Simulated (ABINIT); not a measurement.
An input for ABINIT 10.8.3 (MgS (F-43m)):

```
acell 3*1.0 Angstrom
rprim 
  -0.000000000000 2.833120046800 2.833120046800
  2.833120046800 0.000000000000 2.833120046800
  2.833120046800 2.833120046800 -0.000000000000
ntypat 2
znucl 12 16
natom 2
typat 1 2
xred 
  0.000000000000 0.000000000000 0.000000000000
  0.750000000000 0.750000000000 0.750000000000
pp_dirpath "pseudos"
pseudos "Mg.upf, S.upf"
ecut 38
ngkpt 4 4 4
nshiftk 1
shiftk 0 0 0
kptopt 1
chksymbreak 0
istwfk *1
occopt 1
irdwfk 1
optdriver 4
nband 38
gwcalctyp 10
ecutsigx 38
symsigma 1
nkptgw 8
kptgw 
  0.0000000000 0.0000000000 0.0000000000
  0.2500000000 0.0000000000 0.0000000000
  0.5000000000 0.0000000000 0.0000000000
  0.2500000000 0.2500000000 0.0000000000
  0.5000000000 0.2500000000 0.0000000000
  -0.2500000000 0.2500000000 0.0000000000
  0.5000000000 0.5000000000 0.0000000000
  -0.2500000000 0.5000000000 0.2500000000
bdgw 
  1 18
  1 18
  1 18
  1 18
  1 18
  1 18
  1 18
  1 18
ecuteps 3.9
irdscr 1
ppmodel 1
irdqps 1
indata_prefix "in"
outdata_prefix "out"
tmpdata_prefix "tmp"
```

```sh
OMP_NUM_THREADS=1 mpirun -n 4 abinit run.abi > log
```

**Question.** Estimate wall time and host memory on 4 MPI ranks of Intel Xeon Platinum 8488C (Sapphire Rapids), shared host.

It took 30 s; on shared hardware allow 15 s to 60 s. Peak host memory was 1.4 GiB.

[Paths, hosts, dates, memory and timing lines, banners, echoed tables and standing remarks are left out of the program output.]

[Logs are printed without paths, hosts, clocks, repeated set-up lines and the standing remarks that a program may print on its own settings, such as how far it seeks lower states.]

[Runs of the session that timed out or met a known fault of the program may be left out.]

[Hosts, paths, dates, database ids (printed as entryN), source tags and the programs' standing remarks are cut or masked in the printed files.]

[G0W0 gaps are taken among the corrected bands and points alone; a level outside them can change the order at an edge.]

[Where Ansatz stands beside ABINIT at settings called matched, ABINIT's density can come from a denser mesh and the files from another edition; pairs whose starting gaps differed by over 0.03 eV were left out, so agreement reads better than it is.]
